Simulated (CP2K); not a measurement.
Two runs for the C K edge of 5-methoxypyrimidine. Run A: CP2K XAS_TDP, all-electron GAPW, PBEh(45%), aug-cc-pVDZ, TDA, no relativity. Run B differs in one setting.

First lines with a strength over 0.0015. A:

| atom | energy (eV) | states | strength, one atom |
| --- | --- | --- | --- |
| C1 (bonded to O and 3 H) | 285.05 | 1 | 0.0418 |
|  | 285.29 | 1 | 0.0045 |
|  | 286.03 | 1 | 0.0055 |
|  | 286.21 | 1 | 0.0267 |
|  | 286.39 | 1 | 0.0170 |
| C3 (bonded to 2 C and O) | 283.19 | 1 | 0.0594 |
|  | 286.53 | 1 | 0.0174 |
|  | 286.70 | 1 | 0.0050 |
|  | 287.41 | 1 | 0.0024 |
|  | 288.48 | 1 | 0.0024 |
| C4 (bonded to C, N and H) | 281.47 | 1 | 0.0548 |
|  | 285.77 | 1 | 0.0115 |
|  | 286.41 | 1 | 0.0045 |
|  | 287.70 | 1 | 0.0018 |
|  | 288.17 | 1 | 0.0060 |
| C6 (bonded to 2 N and H) | 282.20 | 1 | 0.0598 |
|  | 286.07 | 1 | 0.0112 |
|  | 286.73 | 1 | 0.0028 |
|  | 287.89 | 2 | 0.0027 |
|  | 288.71 | 1 | 0.0042 |

B:

| atom | energy (eV) | states | strength, one atom |
| --- | --- | --- | --- |
| C1 (bonded to O and 3 H) | 291.66 | 1 | 0.0408 |
|  | 291.90 | 1 | 0.0044 |
|  | 292.64 | 1 | 0.0054 |
|  | 292.82 | 1 | 0.0261 |
|  | 293.00 | 1 | 0.0166 |
| C3 (bonded to 2 C and O) | 288.73 | 1 | 0.0583 |
|  | 292.07 | 1 | 0.0171 |
|  | 292.24 | 1 | 0.0049 |
|  | 292.95 | 1 | 0.0023 |
|  | 294.01 | 1 | 0.0023 |
| C4 (bonded to C, N and H) | 287.25 | 1 | 0.0537 |
|  | 291.55 | 1 | 0.0113 |
|  | 292.19 | 1 | 0.0044 |
|  | 293.48 | 1 | 0.0018 |
|  | 293.95 | 1 | 0.0059 |
| C6 (bonded to 2 N and H) | 287.82 | 1 | 0.0586 |
|  | 291.70 | 1 | 0.0110 |
|  | 292.36 | 1 | 0.0027 |
|  | 293.52 | 2 | 0.0026 |
|  | 294.34 | 1 | 0.0041 |

**Question.** Which was it: the functional, the basis, scalar relativity switched on, GW2X switched on?

GW2X switched on. GW2X shifts an atom's lines together and keeps their spacings. Against PBEh(45%) in aug-cc-pVDZ, the leading lines move by +6.61 eV (C1, to 291.66), +5.54 eV (C3, to 288.73), +5.78 eV (C4, to 287.25) and +5.62 eV (C6, to 287.82).

[Hosts, paths, dates, database ids (printed as entryN), source tags and the programs' standing remarks are cut or masked in the printed files.]
